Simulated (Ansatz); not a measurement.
# O on Cu(100): change of the work function, part 2 of 3

How does O on the hollow site change the work function of Cu(100) as the layer fills?

Ansatz 0.2.0; plane-wave DFT, PBE, Ansatz PAW.

So far, work function, upper face (eV): step 2 (the clean slab) 4.57.

**3. The covered slab, k-mesh 6×6×1, coverage 0.25 ML**

System of this step: Cu16O (O/Cu(100)). The cell holds 17 atoms: 16 Cu and 1 O. Its edges and angles: a = 5.105 Å, b = 5.105 Å, c = 24.367 Å, α = 90.0°, β = 90.0°, γ = 90.0°. Vacuum lies along c.

The clean slab as it ended is repeated in the plane and the adsorbate is set on one face; the cell's size fixes the coverage, and the k-mesh shrinks with it to keep the sampling density about even. Adsorbate and upper layers relax, since the dipole depends on the height.

input.yaml

```yaml
crystal:
  lattice:
    - [5.1053109602, 0.0, 0.0]
    - [0.0, 5.1053109602, 0.0]
    - [0.0, 0.0, 24.3672467739]
  atoms:
    - { symbol: Cu, position: [0.25, 0.25, 0.3693482519] }
    - { symbol: Cu, position: [0.0, 0.0, 0.4434230958] }
    - { symbol: Cu, position: [0.25, 0.25, 0.5187836795] }
    - { symbol: Cu, position: [0.0, 0.0, 0.5916946475] }
    - { symbol: Cu, position: [0.25, 0.75, 0.3693482519] }
    - { symbol: Cu, position: [0.0, 0.5, 0.4434230958] }
    - { symbol: Cu, position: [0.25, 0.75, 0.5187836795] }
    - { symbol: Cu, position: [0.0, 0.5, 0.5916946475] }
    - { symbol: Cu, position: [0.75, 0.25, 0.3693482519] }
    - { symbol: Cu, position: [0.5, 0.0, 0.4434230958] }
    - { symbol: Cu, position: [0.75, 0.25, 0.5187836795] }
    - { symbol: Cu, position: [0.5, 0.0, 0.5916946475] }
    - { symbol: Cu, position: [0.75, 0.75, 0.3693482519] }
    - { symbol: Cu, position: [0.5, 0.5, 0.4434230958] }
    - { symbol: Cu, position: [0.75, 0.75, 0.5187836795] }
    - { symbol: Cu, position: [0.5, 0.5, 0.5916946475] }
    - { symbol: O, position: [0.25, 0.25, 0.6306517481] }
kpoints:
  mp_grid: { grid: [6, 6, 1] }
hamiltonian:
  xc: pbe
scf:
  occupations: { method: fermi_dirac, width: 0.1 }
  convergence: { dr2_threshold: 1.0e-08 }
efield:
  axis: 3
  dipole_correction: true
  ramp_position: 0.97
  ramp_width: 0.06
relax:
  f_tol: 0.02
  max_steps: 60
  constraints: [{ sites: [0, 1, 4, 5, 8, 9, 12, 13] }]
output:
  dos: { projected: true, e_range: [-8, 4] }
  write_potential: true
  write_density: true
  volumetric_format: npy
  elf: true
```

The run is started by

```sh
> ansatz run input.yaml --threads 4 --pin off --max-ram 6144MiB --backend cpu --events-out ev --progress --plain --runs-dir out
```

Numbers of over 12 decimals in the logs are rounded to 6 here.

Log:

```text
[...]
Crystal: 17 atoms, lattice volume = 635.113 Å³
Basis set: ecut = 420 eV, 12369 PW (Γ), exchange–correlation on 72×72×360 points (8 copies of the dense FFT grid, shifted against one another)
Bands: 186, of which v1, the nominal top of the filled ones, is band 155 counted from 1 (154 counted from 0)
Symmetry: 8 space group operations
[...]
k-points: 10 of 36
[...]
SCF iter   1: F=—  HF=-106564.758424 eV  |F-HF|=—  |Δ(HF+E_count)|=         —  Δρ=3.19e-3  dr2=1.00e-1  ethr=1.77e-3  p=-0.106 e·Å  D=-3.02e-2 V/Å  ΔV_dip=0.74 eV  dr2_dipole=1.09e-2  V_vac-E_F(+/−)=5.17/4.43 eV  ⟨swp⟩=8.3  Hψ=8277  notcnv=0  defer=106
[...]
SCF iter  12: F=-106564.773554 eV  HF=-106564.773554 eV  |F-HF|=5.77e-8  |Δ(HF+E_count)|=   1.64e-7  Δρ=1.03e-6  dr2=6.62e-9  ethr=3.23e-12  p=-0.104 e·Å  D=-2.96e-2 V/Å  ΔV_dip=0.72 eV  dr2_dipole=2.61e-11  V_vac-E_F(+/−)=5.20/4.48 eV  ⟨swp⟩=18.9  Hψ=15635  notcnv=0
SCF 1 converged in 12 iterations: F = -106564.773554 eV  dr2 = 6.62e-9
[...]
relax step   1: F+E_penalty+E_count = -106564.77355378 eV  Δ(F+E_penalty+E_count) = +0.000e0 eV  max|allowed force component| = 7.596e-1 eV/Å  Δτ_max = 0.0000 Å  (12 SCF iters, accepted)
[...]
SCF iter  10: F=-106564.826567 eV  HF=-106564.826567 eV  |F-HF|=1.05e-7  |Δ(HF+E_count)|=   1.14e-7  Δρ=7.13e-7  dr2=1.83e-9  ethr=3.23e-12  p=-0.095 e·Å  D=-2.71e-2 V/Å  ΔV_dip=0.66 eV  dr2_dipole=1.18e-10  V_vac-E_F(+/−)=5.13/4.47 eV  ⟨swp⟩=14.1  Hψ=13723  notcnv=0
SCF 2 converged in 10 iterations: F = -106564.826567 eV  dr2 = 1.83e-9
[...]
relax step   2: F+E_penalty+E_count = -106564.82656703 eV  Δ(F+E_penalty+E_count) = -5.301e-2 eV  max|allowed force component| = 5.192e-1 eV/Å  Δτ_max = 0.0274 Å  (10 SCF iters, accepted)
SCF iter   1: F=—  HF=-106564.898402 eV  |F-HF|=—  |Δ(HF+E_count)|=         —  Δρ=3.71e-3  dr2=5.04e-2  ethr=1.38e-4  p=-0.095 e·Å  D=-2.71e-2 V/Å  ΔV_dip=0.66 eV  dr2_dipole=4.45e-3  V_vac-E_F(+/−)=5.12/4.46 eV  ⟨swp⟩=4.5  Hψ=4734  notcnv=0  defer=177
[...]
SCF iter  11: F=-106564.881096 eV  HF=-106564.881096 eV  |F-HF|=1.41e-7  |Δ(HF+E_count)|=   2.76e-7  Δρ=1.44e-6  dr2=7.85e-9  ethr=3.23e-12  p=-0.072 e·Å  D=-2.06e-2 V/Å  ΔV_dip=0.50 eV  dr2_dipole=1.85e-10  V_vac-E_F(+/−)=4.97/4.47 eV  ⟨swp⟩=14.6  Hψ=14155  notcnv=0
SCF 3 converged in 11 iterations: F = -106564.881096 eV  dr2 = 7.85e-9
relax step   3: F+E_penalty+E_count = -106564.88109646 eV  Δ(F+E_penalty+E_count) = -5.453e-2 eV  max|allowed force component| = 4.097e-2 eV/Å  Δτ_max = 0.0652 Å  (11 SCF iters, accepted)
[...]
relax step   4: F+E_penalty+E_count = -106564.88108019 eV  Δ(F+E_penalty+E_count) = +1.627e-5 eV  max|allowed force component| = 3.986e-2 eV/Å  Δτ_max = 0.0230 Å  (10 SCF iters, rejected (line search))
SCF iter   1: F=—  HF=-106564.882839 eV  |F-HF|=—  |Δ(HF+E_count)|=         —  Δρ=9.64e-4  dr2=3.18e-3  ethr=8.15e-6  p=-0.071 e·Å  D=-2.03e-2 V/Å  ΔV_dip=0.50 eV  dr2_dipole=1.16e-4  V_vac-E_F(+/−)=4.96/4.47 eV  ⟨swp⟩=3.0  Hψ=4084  notcnv=0  defer=178
[...]
SCF iter   9: F=-106564.882056 eV  HF=-106564.882055 eV  |F-HF|=8.11e-8  |Δ(HF+E_count)|=   7.60e-7  Δρ=8.71e-7  dr2=5.13e-9  ethr=3.23e-12  p=-0.071 e·Å  D=-2.03e-2 V/Å  ΔV_dip=0.50 eV  dr2_dipole=7.78e-10  V_vac-E_F(+/−)=4.96/4.47 eV  ⟨swp⟩=11.7  Hψ=14028  notcnv=0
SCF 5 converged in 9 iterations: F = -106564.882056 eV  dr2 = 5.13e-9
[...]
relax step   5: F+E_penalty+E_count = -106564.88205551 eV  Δ(F+E_penalty+E_count) = -9.591e-4 eV  max|allowed force component| = 1.275e-3 eV/Å  Δτ_max = 0.0101 Å  (9 SCF iters, accepted)
NSCF: frozen V_eff on 10 k-points
[...]
SCF converged after 9 iterations
Free energy (F): -106564.882056 eV
[...]
Internal energy: -106564.673485 eV  (E = F + TS)
E sigma→0 (E₀):  -106564.777770 eV
Entropy (-TS):   -0.208571 eV (-12.269 meV/atom)
Fermi energy:    1.862519 eV
Dipole field:    D = -0.020338 V/Å  (p = -0.071382 e·Å, saw-weighted, corrected)
Work function:   Φ+ = 4.9630 eV   Φ− = 4.4674 eV
[...]
--- Forces (eV/Å), atoms counted from 1 ---
  atom   1  Cu     0.00000000     0.00000000     0.13841671
  atom   2  Cu    -0.10638104    -0.10638104    -0.12689679
  atom   3  Cu     0.00000000     0.00000000     0.00013828
  atom   4  Cu    -0.00050255    -0.00050255     0.00050455
  atom   5  Cu     0.00000000     0.00000000     0.10697484
  atom   6  Cu    -0.10638104     0.10638104    -0.12689679
  atom   7  Cu     0.00000000     0.00000000     0.00003043
  atom   8  Cu    -0.00050255     0.00050255     0.00050455
  atom   9  Cu     0.00000000     0.00000000     0.10697484
  atom  10  Cu     0.10638104    -0.10638104    -0.12689679
  atom  11  Cu     0.00000000     0.00000000     0.00003043
  atom  12  Cu     0.00050255    -0.00050255     0.00050455
  atom  13  Cu     0.00000000     0.00000000     0.15121920
  atom  14  Cu     0.10638104     0.10638104    -0.12689679
  atom  15  Cu     0.00000000     0.00000000     0.00127457
  atom  16  Cu     0.00050255     0.00050255     0.00050455
  atom  17  O      0.00000000     0.00000000     0.00052496
  max |Σ_I F_I| component: 1.53e-5 eV/Å
--- Band table (eV; the first three rows and the last of 10) ---
  k-point 0: bands = [... 151 lower, 1.4493, 1.4493, 1.5127, 1.5840, 1.7068, 1.7604, 1.8094, 1.8094, ... 27 higher]
  k-point 1: bands = [... 151 lower, 0.9156, 0.9949, 1.6969, 1.7491, 1.9568, 2.0761, 2.1930, 3.0621, ... 27 higher]
  k-point 2: bands = [... 151 lower, 0.9538, 1.0221, 1.9340, 2.1238, 2.1807, 2.5358, 2.8481, 3.3589, ... 27 higher]
  k-point 9: bands = [... 151 lower, 0.6864, 0.7185, 1.3506, 1.3506, 1.5510, 2.1078, 2.9145, 2.9145, ... 27 higher]
--- Relaxed structure (5 steps of the walk, 4 accepted, 0 SCFs on fresh bases) ---
  F+E_penalty+E_count = -106564.88205551 eV   max|allowed force component| = 1.275e-3 eV/Å
  atoms:
    - { symbol: Cu, position: [0.25, 0.25, 0.369348] }
    - { symbol: Cu, position: [0.0, 0.0, 0.443423] }
    - { symbol: Cu, position: [0.25, 0.25, 0.515171] }
    - { symbol: Cu, position: [-0.00183914, -0.00183914, 0.593659] }
    - { symbol: Cu, position: [0.25, 0.750000, 0.369348] }
    - { symbol: Cu, position: [0.0, 0.5, 0.443423] }
    - { symbol: Cu, position: [0.25, 0.750000, 0.518407] }
    - { symbol: Cu, position: [-0.00183914, 0.501839, 0.593659] }
    - { symbol: Cu, position: [0.750000, 0.25, 0.369348] }
    - { symbol: Cu, position: [0.5, 0.0, 0.443423] }
    - { symbol: Cu, position: [0.750000, 0.25, 0.518407] }
    - { symbol: Cu, position: [0.501839, -0.00183914, 0.593659] }
    - { symbol: Cu, position: [0.750000, 0.750000, 0.369348] }
    - { symbol: Cu, position: [0.5, 0.5, 0.443423] }
    - { symbol: Cu, position: [0.750000, 0.750000, 0.522076] }
    - { symbol: Cu, position: [0.501839, 0.501839, 0.593659] }
    - { symbol: O, position: [0.25, 0.25, 0.626848] }
```

The job ended after 2.9 min (4 threads of Arm Neoverse V2, shared host; peak memory 3 GiB; 11 min of CPU time).

This run has no spin polarisation, although Cu can carry a moment.

Relaxation path:

```
step  energy less that of the first step (eV)  largest force component (eV/Å)
   1                                   0.0000                          0.7596
   2                                  -0.0530                          0.5192
   3                                  -0.1075                          0.0410
   4                                  -0.1075                          0.0399
   5                                  -0.1085                          0.0013
```

Relaxation step 4 was tried and not accepted.

Forces are held to the 8 operations that the run works with; a distortion that breaks them can't arise in this run.

The atoms that moved most (Å):

```
atom      dx      dy      dz  length
 O17   0.000   0.000  -0.093   0.093
 Cu3   0.000   0.000  -0.088   0.088
Cu15   0.000   0.000   0.080   0.080
 Cu4  -0.009  -0.009   0.048   0.050
Cu12   0.009  -0.009   0.048   0.050
 Cu8  -0.009   0.009   0.048   0.050
Cu16   0.009   0.009   0.048   0.050
Cu11   0.000   0.000  -0.009   0.009
```

The relaxed structure:

```
Cu O
1.0
     5.10531    0.00000    0.00000
     0.00000    5.10531    0.00000
     0.00000    0.00000   24.36725
Cu O
16 1
Cartesian
  1.2763 1.2763 9.0000
  0.0000 0.0000 10.8050
  1.2763 1.2763 12.5533
  -0.0094 -0.0094 14.4658
  1.2763 3.8290 9.0000
  0.0000 2.5527 10.8050
  1.2763 3.8290 12.6322
  -0.0094 2.5620 14.4658
  3.8290 1.2763 9.0000
  2.5527 0.0000 10.8050
  3.8290 1.2763 12.6322
  2.5620 -0.0094 14.4658
  3.8290 3.8290 9.0000
  2.5527 2.5527 10.8050
  3.8290 3.8290 12.7216
  2.5620 2.5620 14.4658
  1.2763 1.2763 15.2746
```

This step gave:

* energy at zero smearing: -106564.7778 eV
* work function, upper face: 4.963 eV
* work function, lower face: 4.467 eV
* dipole along the normal: -0.07138 e·Å
* step between the vacuum levels: 0.4956 eV

Running mean over 1.805 Å of the planar mean; the ramp of the sawtooth is left out. The electron's electrostatic potential energy less the Fermi level by z:

z (Å), electron's electrostatic potential energy less the Fermi level (eV) and a bar from the least value:
```
      3.0       4.47 #############################
      3.5       4.47 #############################
      4.0       4.47 #############################
      4.5       4.47 #############################
      5.0       4.46 #############################
      5.5       4.46 #############################
      6.0       4.43 #############################
      6.5       4.34 #############################
      7.0       4.00 ############################
      7.5       2.60 #########################
      8.0      -1.50 ################
      8.5      -6.24 ######
      9.0      -8.33 ##
      9.5      -8.66 #
     10.0      -8.75 #
     10.5      -8.81 #
     11.0      -8.78 #
     11.5      -8.61 #
     12.0      -8.58 #
     12.5      -8.71 #
     13.0      -8.64 #
     13.5      -8.56 #
     14.0      -8.82 #
     14.5      -9.20 
     15.0      -7.23 ####
     15.5      -2.27 ###############
     16.0       2.23 ########################
     16.5       4.24 ############################
     17.0       4.82 ##############################
     17.5       4.93 ##############################
     18.0       4.96 ##############################
     18.5       4.96 ##############################
     19.0       4.96 ##############################
     19.5       4.96 ##############################
     20.0       4.96 ##############################
     20.5       4.96 ##############################
     21.0       4.96 ##############################
```

The density of states has structure finer than the step of the table below, so its rows give means over 0.25 eV, whole bins alone (the curve runs from -8 to 1.98 eV). Peaks (eV: height): -2.830: 80.6, -2.770: 97.7, -2.380: 102, -2.260: 79.6, -1.860: 80.5, -1.800: 98.9, -1.740: 94.7.

Table of density of states by energy, zero at the Fermi level; means over each step:

```
energy (eV)  density of states (states/eV a cell)
      -7.75                                  1.22
      -7.50                                  1.29
      -7.25                                  1.26
      -7.00                                  2.48
      -6.75                                  3.93
      -6.50                                  2.18
      -6.25                                  4.34
      -6.00                                  4.99
      -5.75                                  8.14
      -5.50                                  6.35
      -5.25                                  7.89
      -5.00                                  8.44
      -4.75                                  11.9
      -4.50                                  16.0
      -4.25                                  21.3
      -4.00                                  36.2
      -3.75                                  33.1
      -3.50                                  34.5
      -3.25                                  41.1
      -3.00                                  45.6
      -2.75                                  56.0
      -2.50                                  54.0
      -2.25                                  64.9
      -2.00                                  64.2
      -1.75                                  80.2
      -1.50                                  52.9
      -1.25                                  13.6
      -1.00                                  11.6
      -0.75                                  6.34
      -0.50                                  5.59
      -0.25                                  5.33
       0.00                                  6.50
       0.25                                  6.42
       0.50                                  5.49
       0.75                                  4.13
       1.00                                  5.42
       1.25                                  2.55
       1.50                                  6.07
       1.75                                  4.20
```

Projected DOS per atom over height of the atomic layer and energy from the Fermi level. Layers: Cu4 Cu4 Cu4 Cu4 O from below.

Ten even steps from '_' (0.03 states/eV) to '@' (5.82 states/eV), each cell a mean:
```
__________
__________
__________
__________
__________
__________
______....
++------..
@@++**%%__
%%++++##__
++++++++__
--======__
::--==::__
..==--..__
__::..__..
________::
________--
________--
__________
__________
__________
__________
```
Columns: height of the atomic layer (Å) from 9 to 15.3 (not evenly spaced); rows upwards: energy from the Fermi level (eV) from -7.96 to 1.95.

Valence density in the ca plane at fractional y = 0.250, with atoms of Cu and O within 0.2 Å of it. It is the smooth field of the valence electrons, not physical close to the nuclei.

Ten steps, logarithmic in the rise over the least value, from '0' (0 e/Å³) to '9' (45 e/Å³), each cell a mean:
```
00000111000000011100000000000000000000000000
00001443100000134310000000000000000000000000
00003796200001379620000000000000000000000000
00014897310001489730000000000000000000000000
00002575200001257520000000000000000000000000
00001221100000122110000000000000000000000000
00000010000100011000000000000000000000000000
00000111000000111100011110000000000000000000
00001443100001244210012321000000000000000000
00003796200001488520024542000000000000000000
00014897300001599620024552000000000000000000
00002575200001366410013432000000000000000000
00001221100000122100011210000000000000000000
00000010000100011000000000000000000000000000
```
Columns run along c (16.0 Å, from fractional 0.28 to 0.94 of the cell), rows up along a (5.1 Å). Atoms in or near the plane, at fractional coordinates: Cu at (0.37, 0.25), Cu at (0.52, 0.25), Cu at (0.37, 0.75), Cu at (0.52, 0.75), O at (0.63, 0.25).

ELF in the ca plane at fractional y = 0.250, with atoms of Cu and O within 0.2 Å of it. It is the smooth field of the valence electrons, not physical close to the nuclei.

Values, 8 rows by 16 columns, each cell a mean:
```
0.10 0.18 0.20 0.23 0.24 0.20 0.20 0.22 0.14 0.04 0.01 0.00 0.00 0.00 0.00 0.00
0.09 0.21 0.52 0.20 0.21 0.40 0.34 0.24 0.17 0.04 0.00 0.00 0.00 0.00 0.00 0.00
0.09 0.19 0.38 0.21 0.22 0.31 0.27 0.24 0.16 0.04 0.00 0.00 0.00 0.00 0.00 0.00
0.10 0.20 0.21 0.25 0.24 0.22 0.22 0.21 0.15 0.06 0.01 0.00 0.00 0.00 0.00 0.00
0.09 0.18 0.20 0.23 0.24 0.20 0.19 0.20 0.54 0.37 0.04 0.00 0.00 0.00 0.00 0.00
0.09 0.21 0.52 0.20 0.22 0.44 0.29 0.33 0.68 0.69 0.11 0.00 0.00 0.00 0.00 0.00
0.09 0.19 0.38 0.21 0.23 0.34 0.24 0.29 0.73 0.64 0.09 0.00 0.00 0.00 0.00 0.00
0.10 0.20 0.21 0.25 0.25 0.22 0.21 0.18 0.36 0.23 0.03 0.00 0.00 0.00 0.00 0.00
```
Columns run along c (16.0 Å, from fractional 0.28 to 0.94 of the cell), rows up along a (5.1 Å). Atoms in or near the plane, at fractional coordinates: Cu at (0.37, 0.25), Cu at (0.52, 0.25), Cu at (0.37, 0.75), Cu at (0.52, 0.75), O at (0.63, 0.25).

Electrostatic potential energy in the ca plane at fractional y = 0.250, with atoms of Cu and O within 0.2 Å of it. With pseudopotentials it is smooth inside the atoms' cores, unlike the true potential.

Ten even steps from '0' (-50 eV) to '9' (7 eV), each cell a mean:
```
99999888999999988899989999999999999999999999
99997425899999742589999999999999999999999999
99984001689998400168999999999999999999999999
99983000589998300058999999999999999999999999
99986113799998620279999999999999999999999999
99998667899999866789999999999999999999999999
99999889999899988999989999999999999999999999
99999888999999888899989999999999999999999999
99997425899998633589997579999999999999999999
99984001689998300269983127999999999999999999
99983000589997200169982027999999999999999999
99986113799998511379995358999999999999999999
99998667899999866789998899999999999999999999
99999889999899988999989999999999999999999999
```
Columns run along c (16.0 Å, from fractional 0.28 to 0.94 of the cell; values clipped at the 3rd and 97th percentile), rows up along a (5.1 Å). Atoms in or near the plane, at fractional coordinates: Cu at (0.37, 0.25), Cu at (0.52, 0.25), Cu at (0.37, 0.75), Cu at (0.52, 0.75), O at (0.63, 0.25).

The relaxation took 5 steps and lowered the energy by 0.11 eV; the largest force on the free atoms ends at 0.0013 eV/Å.

By hand: a sheet of dipoles makes a step −p/(ε₀A) in the electron's potential. With e/ε₀ = 180.95 V·Å, p = -0.07138 e·Å and A = 26.06 Å², that is −180.95 × (-0.07138) / 26.06 = +0.496 eV, and the two vacuum levels of the run differ by +0.496 eV.

The covered face has 4.96 eV, +0.39 eV against the clean one; the bare back face has moved by -0.11 eV, a measure of how thin the slab is.

(Continued in part 3 of 3.)

[Logs are printed without paths, hosts, clocks, repeated set-up lines and the standing remarks that a program may print on its own settings, such as how far it seeks lower states.]

[Hosts, paths, dates, database ids (printed as entryN), source tags and the programs' standing remarks are cut or masked in the printed files.]

[Maps of the electrostatic potential energy from Ansatz leave out the sawtooth potential of an applied field or a dipole correction, so their vacuum need not be flat; planar profiles and work functions include it.]

[The density of states shown here was stored with 400 of the rows of the run's finer table, so its peaks can read low, often by over a quarter, or be missed, and its means over a window can be off by a tenth or more.]
